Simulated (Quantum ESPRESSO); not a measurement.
## FeCo: orders under volume

How does volume change the magnetic state of FeCo?

Calculated with Quantum ESPRESSO 7.5; PBE; plane waves with GBRV 1.5 PBE potentials, no spin-orbit coupling.

Report form: the programs' logs are mostly left out.

## 1. The structure

It takes space group Pm-3m (No. 221, cubic). The conventional cell has a = 2.857 Å, b = 2.857 Å, c = 2.857 Å, α = 90.00°, β = 90.00°, γ = 90.00°. Nearest to Fe lie 8 Co at 2.47 Å. Co has 8 Fe at 2.47 Å nearest. Farther neighbours are not listed.

The lattice constants were typed from memory of published values and not checked against a source.

## 2. Volume 0.91, ferro ++

All lengths scale alike; the factor is that of the volume. Atoms keep their fractional places. Seeded atoms are those given a starting moment.

pw.in

```
&CONTROL
  calculation = 'scf'
  prefix = 'pwscf'
  outdir = './tmp'
  pseudo_dir = './pseudo'
  disk_io = 'nowf'
  tprnfor = .true.
  tstress = .true.
/
&SYSTEM
  ibrav = 0
  celldm(1) = 8
  nat = 2
  ntyp = 2
  ecutwfc = 40
  ecutrho = 280
  nbnd = 26
  occupations = 'smearing'
  smearing = 'fd'
  degauss = 0.00367493
  nspin = 2
  starting_magnetization(1) = 0.175
  starting_magnetization(2) = 0.1176
/
&ELECTRONS
  conv_thr = 4d-09
  electron_maxstep = 150
  mixing_beta = 0.3
/
ATOMIC_SPECIES
Fe     55.8450 fe_pbe_v1.5.uspp.F.UPF
Co     58.9332 co_pbe_v1.2.uspp.F.UPF
CELL_PARAMETERS alat
   0.6539826868242    0.0000000000000    0.0000000000000
   0.0000000000000    0.6539826868242    0.0000000000000
   0.0000000000000    0.0000000000000    0.6539826868242
ATOMIC_POSITIONS crystal
Fe      0.0000000000    0.0000000000    0.0000000000
Co      0.5000000000    0.5000000000    0.5000000000
K_POINTS automatic
12 12 12 0 0 0
```

Started as:

```
> OMP_NUM_THREADS=1 mpirun -n 4 pw.x -nk 4 -in pw.in > pw.out
```

Wall time 18 s (4 MPI ranks of Arm Neoverse V2, shared host); peak memory 0.28 GiB; 70 s of CPU time.

Spin moment in the atom's sphere by atom:

| atom | spin moment in the atom's sphere (μB) |
| --- | --- |
| Fe1 | 2.74 |
| Co2 | 1.84 |

Numbers from this step:

* smearing term TS: 0.009744 eV
* pressure: 19.38 GPa
* magnetization: 4.49 μB
* absolute magnetization: 4.723 μB
* final state: ferromagnetic

## 3. Volume 0.91, no spin polarisation

pw.in, as its differences from that of step 2:

```diff
@@ -16,3 +16,3 @@
   ecutrho = 280
-  nbnd = 26
+  nbnd = 24
   occupations = 'smearing'
@@ -20,5 +20,2 @@
   degauss = 0.00367493
-  nspin = 2
-  starting_magnetization(1) = 0.175
-  starting_magnetization(2) = 0.1176
 /
```

It took 8.8 s on 4 MPI ranks; peak memory 0.24 GiB; 35 s of CPU time.

Read from the output:

```yaml
smearing_term_ts: 0.05990 eV
pressure: -2.353 GPa
final_state: non-magnetic (no spin polarisation)
```

## 4. Volume 1.09, ferro ++

pw.in, as its differences from that of step 3:

```diff
@@ -16,3 +16,3 @@
   ecutrho = 280
-  nbnd = 24
+  nbnd = 26
   occupations = 'smearing'
@@ -20,2 +20,5 @@
   degauss = 0.00367493
+  nspin = 2
+  starting_magnetization(1) = 0.175
+  starting_magnetization(2) = 0.1176
 /
@@ -30,5 +33,5 @@
 CELL_PARAMETERS alat
-   0.6539826868242    0.0000000000000    0.0000000000000
-   0.0000000000000    0.6539826868242    0.0000000000000
-   0.0000000000000    0.0000000000000    0.6539826868242
+   0.6945357732745    0.0000000000000    0.0000000000000
+   0.0000000000000    0.6945357732745    0.0000000000000
+   0.0000000000000    0.0000000000000    0.6945357732745
 ATOMIC_POSITIONS crystal
```

The job ended after 18 s (4 MPI ranks; peak memory 0.3 GiB).

This step gave:

| Quantity | Value |
| --- | --- |
| smearing term TS | 0.008780 eV |
| pressure | -14.95 GPa |
| magnetization | 4.721 μB |
| absolute magnetization | 5.063 μB |
| final state | ferromagnetic |
| largest moment | 2.961 μB |

## 5. All points

The runs not shown differ from these in the moved quantity alone.

States, by row:

| volume | ferro ++ | no spin polarisation |
| --- | --- | --- |
| 0.91 | ferromagnetic | non-magnetic |
| 0.94 | ferromagnetic | non-magnetic |
| 0.97 | ferromagnetic | non-magnetic |
| 1 | ferromagnetic | non-magnetic |
| 1.03 | ferromagnetic | non-magnetic |
| 1.06 | ferromagnetic | non-magnetic |
| 1.09 | ferromagnetic | non-magnetic |

The largest site moment, ferro ++ by volume:

| volume (factor) | largest site moment, ferro ++ (μB) |
| --- | --- |
| 0.9100 | 2.74 |
| 0.9400 | 2.77 |
| 0.9700 | 2.81 |
| 1.0000 | 2.84 |
| 1.0300 | 2.89 |
| 1.0600 | 2.93 |
| 1.0900 | 2.96 |

Energy less that of the parallel start, no spin polarisation against volume:

```
volume (factor)  energy less that of the parallel start, no spin polarisation (meV a seeded atom)
         0.9100                                                                               527
         0.9400                                                                               573
         0.9700                                                                               616
         1.0000                                                                               657
         1.0300                                                                               696
         1.0600                                                                               733
         1.0900                                                                               769
```

Table of energy over the lowest by volume; values in meV an atom:

```
volume (factor)  ferro ++  no spin polarisation
         0.9100      49.4                   577
         0.9400      16.6                   590
         0.9700      1.06                   617
         1.0000         0                   657
         1.0300      10.8                   707
         1.0600      31.3                   765
         1.0900      60.2                   829
```

## 6. What came out

```
moment, parallel start       : 2.74 to 2.96 μB
states met from these starts : ferromagnetic
```

**Reading.** The moment of the parallel start goes from 2.74 μB at 0.91 to 2.96 μB at 1.09. The net moment of the cell goes from 4.49 to 4.72 μB. The radius of the spheres follows the nearest distance, so part of the change of the site moments is the spheres'. Only a parallel start was run beside the spinless one, so opposed or spiral orders, which may lie lower, are not probed.

[Logs and program files are shortened in this print: banners, set-up blocks, solver, clock and traceback lines can be left out without a mark of their own.]

[Logs are printed without paths, hosts, clocks, repeated set-up lines and the standing remarks that a program may print on its own settings, such as how far it seeks lower states.]

[Hosts, paths, dates, database ids (printed as entryN), source tags and the programs' standing remarks are cut or masked in the printed files.]

[Where a cell is said to come from a database of computed structures, the database is the Materials Project.]
